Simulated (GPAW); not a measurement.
# STM contrast on W2NCl2 MXene monolayer

Aim: Tersoff-Hamann images of W2NCl2 MXene monolayer at several biases.

Main program and level: GPAW 26.7.0; GPAW, PAW setups; layer in a repeated cell with vacuum, relaxation of atoms and in-plane cell, in the first sound run; inputs show where later runs differ.

### 1. Starting point

The cell holds 5 atoms: 2 Cl, 2 W and 1 N. Cell: a = 3.054 Å, b = 3.054 Å, c = 21.892 Å, α = 90.0°, β = 90.0°, γ = 120.0°. Vacuum lies along c.

Structure file:

```cif
data_structure
_symmetry_space_group_name_H-M 'P 1'
_symmetry_Int_Tables_number 1
_cell_length_a 3.0539
_cell_length_b 3.0539
_cell_length_c 21.8923
_cell_angle_alpha 90.000
_cell_angle_beta 90.000
_cell_angle_gamma 120.000
_cell_volume 176.82
loop_
_atom_site_label
_atom_site_type_symbol
_atom_site_fract_x
_atom_site_fract_y
_atom_site_fract_z
_atom_site_occupancy
Cl1 Cl 0.33333 0.66667 0.36543 1
W2 W 0.66667 0.33333 0.44496 1
N3 N 0.00000 0.00000 0.50000 1
W4 W 0.33333 0.66667 0.55504 1
Cl5 Cl 0.66667 0.33333 0.63458 1
```

### 2. Relaxation

Forces are removed first; all later runs use this geometry.

Contents of run.py:

```python
import json
import numpy as np
from ase import Atoms
from ase.filters import FrechetCellFilter
from ase.optimize import BFGS
from gpaw import GPAW, PW

slab = Atoms(
    ['Cl', 'W', 'N', 'W', 'Cl'],
    positions=[
        [-0.00000, 1.76317, 8.00000],
        [1.52695, 0.88159, 9.74118],
        [0.00000, 0.00000, 10.94617],
        [-0.00000, 1.76317, 12.15116],
        [1.52695, 0.88159, 13.89234]],
    cell=[[3.05391, 0.0, 0.0], [-1.52695, 2.64476, 0.0], [0.0, 0.0, 21.8923]],
    pbc=[True, True, True])

slab.calc = GPAW(mode=PW(600), xc='PBE', kpts={'size': (12, 12, 1), 'gamma': True},
                 occupations={'name': 'fermi-dirac', 'width': 0.05}, nbands='160%',
                 convergence={'density': 1e-05}, maxiter=200,
                 symmetry={'tolerance': 1e-3}, txt='slab.txt')
result = {}
# The in-plane cell is free; stress needs a cell that repeats along all three vectors
path = []
opt = BFGS(FrechetCellFilter(slab, mask=[1, 1, 0, 0, 0, 1]), maxstep=0.2)
opt.attach(lambda: path.append((slab.get_potential_energy(), slab.positions.tolist(), slab.get_forces().tolist())))
result['relaxed'] = bool(opt.run(fmax=0.02, steps=45))
result['path'] = path
result['cell'] = slab.cell.tolist()
print('in-plane lattice', slab.cell.cellpar().round(4)[[0, 1, 5]])
energy = slab.get_potential_energy()
fermi = slab.calc.get_fermi_level()
v = slab.calc.get_electrostatic_potential().mean((0, 1)) - fermi
n = slab.calc.get_pseudo_density().mean((0, 1))
L = slab.cell[2, 2]
z = np.arange(len(v)) * L / len(v)
low, high = slab.positions[:, 2].min(), slab.positions[:, 2].max()
below, above = np.interp([low - 5.8, high + 5.8], z, v)
slopes = [np.interp(x, z, np.gradient(v, z)) for x in (low - 5.8, high + 5.8)]
eps = np.array([[slab.calc.get_eigenvalues(k, s) for k in range(len(slab.calc.get_ibz_k_points()))]
                for s in range(slab.calc.get_number_of_spins())]) - fermi
top, bottom = eps[eps < 0].max(), eps[eps > 0].min()
dipole = slab.get_dipole_moment()[2]
print(f'energy {energy:.4f} eV, Fermi level {fermi:.4f} eV, dipole {dipole:.5f} e A')
print(f'potential 5.8 A off the faces, from the Fermi level: lower {below:.4f} eV, upper {above:.4f} eV')
print(f'slope of the potential there: lower {slopes[0]:.5f}, upper {slopes[1]:.5f} eV/A')
print(f'nearest levels on the mesh: {top:.4f} and {bottom:.4f} eV')
print('magnetic moment', round(slab.get_magnetic_moment(), 3))
result.update(energy=energy, fermi=fermi, dipole=dipole, below=below, above=above, slopes=slopes, edges=[top, bottom],
              z=z.tolist(), v=v.tolist(), n=n.tolist(), positions=slab.positions.tolist(),
              forces=slab.get_forces(apply_constraint=False).tolist(), moments=slab.get_magnetic_moments().tolist())
json.dump(result, open('result.json', 'w'))
```

Run with:

```console
$ OMP_NUM_THREADS=1 OPENBLAS_NUM_THREADS=1 python run.py
```

The program printed:

```text
Step          Energy          fmax
BFGS:    0      -34.315288        1.291952
BFGS:    1      -34.392187        1.185958
BFGS:    2      -34.729686        1.191086
BFGS:    3      -34.761404        1.115035
BFGS:    4      -34.956556        0.842725
BFGS:    5      -34.978529        0.490237
BFGS:    6      -34.989786        0.140051
BFGS:    7      -34.990604        0.055354
BFGS:    8      -34.989145        0.016040
in-plane lattice [  2.9301   2.9301 119.9999]
energy -34.9799 eV, Fermi level 2.9220 eV, dipole 0.00080 e A
potential 5.8 A off the faces, from the Fermi level: lower 3.9116 eV, upper 3.9087 eV
slope of the potential there: lower 0.00061, upper 0.00093 eV/A
nearest levels on the mesh: -0.0724 and 0.0066 eV
magnetic moment 0.0
```

Elapsed: 13 min, on 1 thread of Intel Xeon at 2.60GHz (Ice Lake), shared host; peak memory 0.41 GiB.

This step gave:

- dipole along the normal: 8.01e-4 e·Å
- levels nearest the Fermi level on the mesh: -0.07240, 0.006589 eV from the Fermi level

The electrostatic potential energy of an electron (without an applied field's), less the Fermi level, planar mean oscillates, so the rows of the table below give means over windows of 2.01 Å about each position, cut where the curve ends. Its maxima inside the range that stand out by 2 % of the span (Å: eV): 8.4: -4.69, 10.4: -6.84, 11.5: -6.84, 13.5: -4.69. Its minima: 7.6: -24.1, 9.5: -28.7, 10.9: -14.5, 12.3: -28.7, 14.3: -24.1.

Electrostatic potential energy of an electron (without an applied field's), less the Fermi level, planar mean against z; means over each step:

```
z (Å)  electrostatic potential energy of an electron (without an applied field's), less the Fermi level, planar mean (eV)
 1.00                                                                                                                3.91
 3.01                                                                                                                3.91
 5.02                                                                                                                3.87
 7.03                                                                                                               -7.29
 9.04                                                                                                               -15.9
11.05                                                                                                               -10.8
13.06                                                                                                               -15.6
15.07                                                                                                               -5.21
17.08                                                                                                                3.88
19.09                                                                                                                3.91
21.10                                                                                                                3.91
```

The pseudo valence density, planar mean oscillates, so the rows of the table below give means over windows of 1.58 Å about each position, cut where the curve ends. Its maxima inside the range that stand out by 2 % of the span (Å: e/Å³): 7.9: 0.664, 9.5: 1.78, 11.0: 0.759, 12.4: 1.78, 14.0: 0.664. Its minima: 8.6: 0.387, 10.3: 0.534, 11.6: 0.534, 13.3: 0.387.

The pseudo valence density, planar mean by z; means over each step:

```
z (Å)  pseudo valence density, planar mean (e/Å³)
 3.95                                      5.6e-5
 5.53                                     0.00846
 7.11                                       0.401
 8.69                                       0.752
10.27                                       0.893
11.85                                        1.01
13.43                                       0.617
15.01                                       0.314
16.59                                     0.00395
18.17                                      2.9e-5
```

The relaxation lowered the energy of the cell by 0.679 eV (energies extrapolated to zero smearing; the optimiser's log prints free energies). The largest force left on a free atom is 0.016 eV/Å.

### 3. The slab's potential

The work function is the vacuum plateau of the electrostatic potential less the Fermi level; a dipole layer lets the two faces have plateaus of their own.

This step: GPAW, PAW setups; slab in vacuum (GPAW 26.7.0).

The cell differs from the one that the last finished run ended in (c 21.892 → 22.630 Å).

Contents of run.py:

```python
import json
import numpy as np
from ase import Atoms
from ase.dft.stm import STM
from gpaw import GPAW, PW

slab = Atoms(
    ['Cl', 'W', 'N', 'W', 'Cl'],
    positions=[
        [0.00000, 1.69170, 8.00000],
        [1.46506, 0.84586, 9.87600],
        [0.00000, -0.00000, 11.31508],
        [0.00000, 1.69170, 12.75416],
        [1.46506, 0.84586, 14.63015]],
    cell=[[2.93013, 0.0, 0.0], [-1.46506, 2.53756, 0.0], [0.0, 0.0, 22.6302]],
    pbc=[True, True, False])

slab.calc = GPAW(mode=PW(500), xc='PBE', kpts={'size': (12, 12, 1), 'gamma': True},
                 occupations={'name': 'fermi-dirac', 'width': 0.05}, nbands='160%',
                 convergence={'density': 1e-05}, maxiter=200,
                 poissonsolver={'dipolelayer': 'xy'},
                 symmetry={'tolerance': 1e-3}, txt='slab.txt')
result = {}
energy = slab.get_potential_energy()
fermi = slab.calc.get_fermi_level()
v = slab.calc.get_electrostatic_potential().mean((0, 1)) - fermi
n = slab.calc.get_pseudo_density().mean((0, 1))
L = slab.cell[2, 2]
z = np.arange(len(v)) * L / len(v)
low, high = slab.positions[:, 2].min(), slab.positions[:, 2].max()
below, above = np.interp([low - 5.8, high + 5.8], z, v)
slopes = [np.interp(x, z, np.gradient(v, z)) for x in (low - 5.8, high + 5.8)]
eps = np.array([[slab.calc.get_eigenvalues(k, s) for k in range(len(slab.calc.get_ibz_k_points()))]
                for s in range(slab.calc.get_number_of_spins())]) - fermi
top, bottom = eps[eps < 0].max(), eps[eps > 0].min()
dipole = slab.get_dipole_moment()[2]
print(f'energy {energy:.4f} eV, Fermi level {fermi:.4f} eV, dipole {dipole:.5f} e A')
print(f'potential 5.8 A off the faces, from the Fermi level: lower {below:.4f} eV, upper {above:.4f} eV')
print(f'slope of the potential there: lower {slopes[0]:.5f}, upper {slopes[1]:.5f} eV/A')
print(f'nearest levels on the mesh: {top:.4f} and {bottom:.4f} eV')
print('magnetic moment', round(slab.get_magnetic_moment(), 3))
result.update(energy=energy, fermi=fermi, dipole=dipole, below=below, above=above, slopes=slopes, edges=[top, bottom],
              z=z.tolist(), v=v.tolist(), n=n.tolist(), positions=slab.positions.tolist(),
              forces=slab.get_forces(apply_constraint=False).tolist(), moments=slab.get_magnetic_moments().tolist())

# Images need the states of the whole zone, up to time reversal
slab.calc = slab.calc.fixed_density(symmetry={'point_group': False}, txt='states.txt', nbands='250%',
                                    convergence={'bands': 'CBM+1.8'})
stm = STM(slab)
result['stm'] = []
for bias in [-2.0, -1.0, 1.5]:
    height = high + 4.0
    current = stm.get_averaged_current(bias, height)
    x, y, h = stm.scan(bias, current)
    i, f = divmod(height / L * stm.ldos.shape[2], 1)
    I = abs((1 - f) * stm.ldos[:, :, int(i)] + f * stm.ldos[:, :, int(i) + 1])
    print(f'bias {bias} V: mean current at 4.0 A {current:.4e}, corrugation {np.ptp(h):.4f} A')
    result['stm'].append(dict(bias=bias, current=current, h=(h - high).tolist(), I=I.tolist()))
json.dump(result, open('result.json', 'w'))
```

The program printed:

```text
energy -34.5311 eV, Fermi level 2.6999 eV, dipole -0.00065 e A
potential 5.8 A off the faces, from the Fermi level: lower 3.9036 eV, upper 3.9224 eV
slope of the potential there: lower -0.00051, upper 0.00051 eV/A
nearest levels on the mesh: -0.0729 and 0.0066 eV
magnetic moment 0.0
bias -2.0 V: mean current at 4.0 A 2.7742e-06, corrugation 0.0392 A
bias -1.0 V: mean current at 4.0 A 2.1051e-06, corrugation 0.0280 A
bias 1.5 V: mean current at 4.0 A 1.1511e-05, corrugation 0.0373 A
```

It took 2.9 min on 1 thread; peak memory 0.68 GiB.

This step gave:

* dipole along the normal: -6.47e-4 e·Å
* levels nearest the Fermi level on the mesh: -0.07294, 0.006569 eV from the Fermi level
* upper work function: 3.922 eV
* lower work function: 3.904 eV
* corrugation -2: 0.03924 Å
* corrugation -1: 0.02800 Å
* corrugation 1.5: 0.03734 Å

The electrostatic potential energy of an electron (without an applied field's), less the Fermi level, planar mean oscillates, so the rows of the table below give means over windows of 2.07 Å about each position, cut where the curve ends. Its maxima inside the range that stand out by 2 % of the span (Å: eV): 8.8: -4.71, 10.8: -6.79, 11.8: -6.78, 13.9: -4.70. Its minima: 8.0: -24.1, 9.9: -28.8, 11.3: -14.5, 12.7: -28.8, 14.6: -24.1.

Electrostatic potential energy of an electron (without an applied field's), less the Fermi level, planar mean against z; means over each step:

z (Å), electrostatic potential energy of an electron (without an applied field's), less the Fermi level, planar mean (eV) and a bar from the least value:
```
     1.03        3.9 ##############################
     3.10        3.9 ##############################
     5.17        3.9 ##############################
     7.24       -5.9 ###############
     9.31      -15.8 
    11.38      -10.9 #######
    13.45      -15.8 
    15.52       -4.3 #################
    17.59        3.9 ##############################
    19.66        3.9 ##############################
    21.73        3.9 ##############################
```

The pseudo valence density, planar mean oscillates, so the rows of the table below give means over windows of 1.51 Å about each position, cut where the curve ends. Its maxima inside the range that stand out by 2 % of the span (Å: e/Å³): 8.3: 0.665, 9.8: 1.76, 11.3: 0.761, 12.8: 1.76, 14.3: 0.665. Its minima: 8.9: 0.396, 10.7: 0.542, 11.9: 0.542, 13.8: 0.396.

Table of pseudo valence density, planar mean by z; means over each step:

```
z (Å)  pseudo valence density, planar mean (e/Å³)
 3.78                                      1.1e-5
 5.29                                     0.00102
 6.80                                       0.138
 8.31                                       0.553
 9.82                                        1.08
11.33                                       0.645
12.84                                        1.08
14.35                                       0.554
15.86                                       0.132
17.37                                      9.6e-4
18.88                                      1.1e-5
```

Tip height over the top atom over a1 and a2. Sample bias -2 V, constant current at the mean current 4.0 Å over the top atom.

Ten even steps from '0' (3.976 Å) to '9' (4.015 Å):
```
9755566666655579
7554454445445578
6544343343445677
5543321233455676
5654200245655775
6643101346666766
7643223467767767
8644344688777778
7653356788766788
6644466777666777
5544556676666766
5555556776667765
6556677777777776
7777776678766777
9987656788765678
9976556787655679
```
Columns: a1 from 0 to 0.938; rows upwards: a2 from 0 to 0.938.

Local density of states summed over the bias window over a1 and a2. Sample bias -2 V, constant height 4.0 Å over the top atom.

Values in units of 1e-6 arbitrary, 16 rows by 16 columns:
```
2.9 2.8 2.8 2.7 2.8 2.8 2.8 2.8 2.8 2.8 2.8 2.8 2.7 2.8 2.8 2.9
2.8 2.8 2.7 2.7 2.7 2.7 2.7 2.7 2.7 2.7 2.7 2.7 2.7 2.8 2.8 2.9
2.8 2.7 2.7 2.7 2.7 2.7 2.7 2.7 2.7 2.7 2.7 2.7 2.7 2.8 2.8 2.8
2.7 2.8 2.7 2.7 2.7 2.6 2.6 2.6 2.7 2.7 2.7 2.8 2.7 2.8 2.8 2.8
2.8 2.8 2.7 2.7 2.6 2.6 2.6 2.6 2.7 2.7 2.8 2.8 2.8 2.8 2.8 2.8
2.8 2.8 2.7 2.7 2.6 2.6 2.6 2.7 2.7 2.8 2.8 2.8 2.8 2.8 2.8 2.8
2.8 2.8 2.7 2.7 2.6 2.6 2.7 2.7 2.8 2.8 2.8 2.8 2.8 2.8 2.8 2.8
2.8 2.8 2.7 2.7 2.7 2.7 2.7 2.8 2.8 2.9 2.8 2.8 2.8 2.8 2.8 2.9
2.8 2.8 2.7 2.7 2.7 2.7 2.8 2.8 2.9 2.9 2.8 2.8 2.8 2.8 2.9 2.9
2.8 2.8 2.7 2.7 2.7 2.8 2.8 2.8 2.8 2.8 2.8 2.8 2.8 2.8 2.8 2.8
2.8 2.8 2.7 2.7 2.8 2.8 2.8 2.8 2.8 2.8 2.8 2.8 2.8 2.8 2.8 2.8
2.7 2.7 2.7 2.7 2.7 2.8 2.8 2.8 2.8 2.8 2.8 2.8 2.8 2.8 2.8 2.8
2.8 2.8 2.8 2.8 2.8 2.8 2.8 2.8 2.8 2.8 2.8 2.8 2.8 2.8 2.8 2.8
2.8 2.8 2.8 2.8 2.8 2.8 2.8 2.8 2.8 2.9 2.8 2.8 2.8 2.8 2.8 2.8
2.9 2.9 2.9 2.8 2.8 2.8 2.8 2.8 2.9 2.9 2.8 2.8 2.8 2.8 2.8 2.9
2.9 2.9 2.8 2.8 2.7 2.8 2.8 2.8 2.8 2.8 2.8 2.8 2.7 2.8 2.8 2.9
```
Columns: a1 from 0 to 0.938; rows upwards: a2 from 0 to 0.938.

Tip height over the top atom over a1 and a2. Sample bias -1 V, constant current at the mean current 4.0 Å over the top atom.

Ten even steps from '_' (3.985 Å) to '@' (4.013 Å):
```
##++--==++****++++****++==--++##
++------==++==::==++==------++**
====--::----::::----::--====++++
==++==----::..::----==++==--==--
++**++--::____::--++**++--====--
****==::..__..::==****==++**++==
##++::::::::::::++####********##
%%++==------==++%%@@##******##@@
##**++----++**##@@@@##****##@@@@
****==::==****######******######
++++----++++==****************==
====--====--++**************++--
==----==--==******####******==--
++++++++====++**##@@##**++====++
####**++----==##@@@@##==----++**
@@##++====++**##%%##**++====++##
```
Columns: a1 from 0 to 0.938; rows upwards: a2 from 0 to 0.938.

Local density of states summed over the bias window over a1 and a2. Sample bias -1 V, constant height 4.0 Å over the top atom.

Ten even steps from '_' (2.00 × 1e-6 arbitrary) to '@' (2.19 × 1e-6 arbitrary):
```
##++====++****++++****++====++##
++========++==--==++========++**
======----==----==----======++++
==++==--==::..::==--==++====++==
++**++==::____::==++**++==++++==
****==--..__..--==****++++**++++
##++----::::----++####**####**##
%%++==========++%%@@%%******%%@@
##**++----++**##@@@@##****##@@@@
****==--==****##%%####**####%%##
++++====++++++****************++
============++##****##****##++==
==========++**##**####**##**++==
++++++++++++++**%%@@%%**++++++++
####**++====++##@@@@##++====++**
@@##++====++**##%%##**++====++##
```
Columns: a1 from 0 to 0.938; rows upwards: a2 from 0 to 0.938.

Tip height over the top atom over a1 and a2. Sample bias 1.5 V, constant current at the mean current 4.0 Å over the top atom.

Ten even steps from '0' (3.986 Å) to '9' (4.024 Å):
```
2344434444344432
3444456665444433
4444667766444433
4446789876444333
3356899865333223
3467999764321112
3467887643211112
3466766432100012
3456654320000002
3344433210010012
3444432100110012
4444431100000113
4444321100001123
3333321110111233
2233332222223333
2234433333334432
```
Columns: a1 from 0 to 0.938; rows upwards: a2 from 0 to 0.938.

Local density of states summed over the bias window over a1 and a2. Sample bias 1.5 V, constant height 4.0 Å over the top atom.

Values in units of 1e-5 arbitrary, 16 rows by 16 columns:
```
1.1 1.1 1.2 1.2 1.2 1.2 1.2 1.2 1.2 1.2 1.2 1.2 1.2 1.2 1.1 1.1
1.1 1.2 1.2 1.2 1.2 1.2 1.2 1.2 1.2 1.2 1.2 1.2 1.2 1.2 1.1 1.1
1.2 1.2 1.2 1.2 1.2 1.2 1.2 1.2 1.2 1.2 1.2 1.2 1.2 1.2 1.2 1.2
1.2 1.2 1.2 1.2 1.2 1.2 1.2 1.2 1.2 1.2 1.2 1.2 1.2 1.2 1.1 1.2
1.1 1.2 1.2 1.2 1.2 1.2 1.2 1.2 1.2 1.2 1.2 1.1 1.1 1.1 1.1 1.1
1.1 1.2 1.2 1.2 1.2 1.2 1.2 1.2 1.2 1.2 1.1 1.1 1.1 1.1 1.1 1.1
1.1 1.2 1.2 1.2 1.2 1.2 1.2 1.2 1.2 1.1 1.1 1.1 1.1 1.1 1.1 1.1
1.1 1.2 1.2 1.2 1.2 1.2 1.2 1.2 1.1 1.1 1.1 1.1 1.1 1.1 1.1 1.1
1.1 1.2 1.2 1.2 1.2 1.2 1.2 1.1 1.1 1.1 1.1 1.1 1.1 1.1 1.1 1.1
1.1 1.2 1.2 1.2 1.2 1.2 1.1 1.1 1.1 1.1 1.1 1.1 1.1 1.1 1.1 1.1
1.1 1.2 1.2 1.2 1.2 1.1 1.1 1.1 1.1 1.1 1.1 1.1 1.1 1.1 1.1 1.1
1.2 1.2 1.2 1.2 1.2 1.1 1.1 1.1 1.1 1.1 1.1 1.1 1.1 1.1 1.1 1.1
1.2 1.2 1.2 1.2 1.2 1.1 1.1 1.1 1.1 1.1 1.1 1.1 1.1 1.1 1.1 1.2
1.1 1.1 1.1 1.2 1.1 1.1 1.1 1.1 1.1 1.1 1.1 1.1 1.1 1.1 1.1 1.2
1.1 1.1 1.1 1.2 1.2 1.1 1.1 1.1 1.1 1.1 1.1 1.1 1.1 1.2 1.2 1.1
1.1 1.1 1.1 1.2 1.2 1.1 1.1 1.1 1.1 1.1 1.1 1.1 1.2 1.2 1.1 1.1
```
Columns: a1 from 0 to 0.938; rows upwards: a2 from 0 to 0.938.

The potential is flat to 5.1e-4 eV/Å where it is read, so the vacuum is wide enough.

### 4. Outcome

```json
{
 "work function, upper and lower face": "3.922 and 3.904 eV",
 "dipole along the normal": "-6.5e-4 e Å",
 "corrugation at -2 V": "0.0392 Å as printed, 0.021 Å or less without short-wave noise",
 "corrugation at -1 V": "0.0280 Å as printed, 0.014 Å or less without short-wave noise",
 "corrugation at 1.5 V": "0.0373 Å"
}
```

**Reading.** At -2 V and -1 V GPAW's map carries short-wave noise, which can't be real at this height: without waves under 1.5 Å it spans 0.021 Å against 0.039 Å printed and 0.014 Å against 0.028 Å printed. The reading below uses the filtered value, which may still be too high. In GPAW's constant-current maps the tip height varies by under 0.05 Å at every bias shown (0.037 Å at most), which is near the numerical ripple of the maps: an s-wave tip would see an almost flat surface. Negative sample bias images filled states, positive bias empty ones. The images are of Tersoff-Hamann type: an s-wave tip, no tip-sample forces, heights closer than in a microscope. The starting lattice was a guess from atomic radii; the relaxation moved it by -4 %. The small printed dipole stands for a step of 16 meV from the lower to the upper face, and the probes find 19 meV; values this small are near the numerical noise of both. The cell holds an odd number of electrons, so without spin polarisation it must come out metallic and without a moment, whatever its true state. The layer's cell and atoms come from the relaxation; spin-orbit coupling and temperature are left out.

[Logs are printed without paths, hosts, clocks, repeated set-up lines and the standing remarks that a program may print on its own settings, such as how far it seeks lower states.]

[Hosts, paths, dates, database ids (printed as entryN), source tags and the programs' standing remarks are cut or masked in the printed files.]
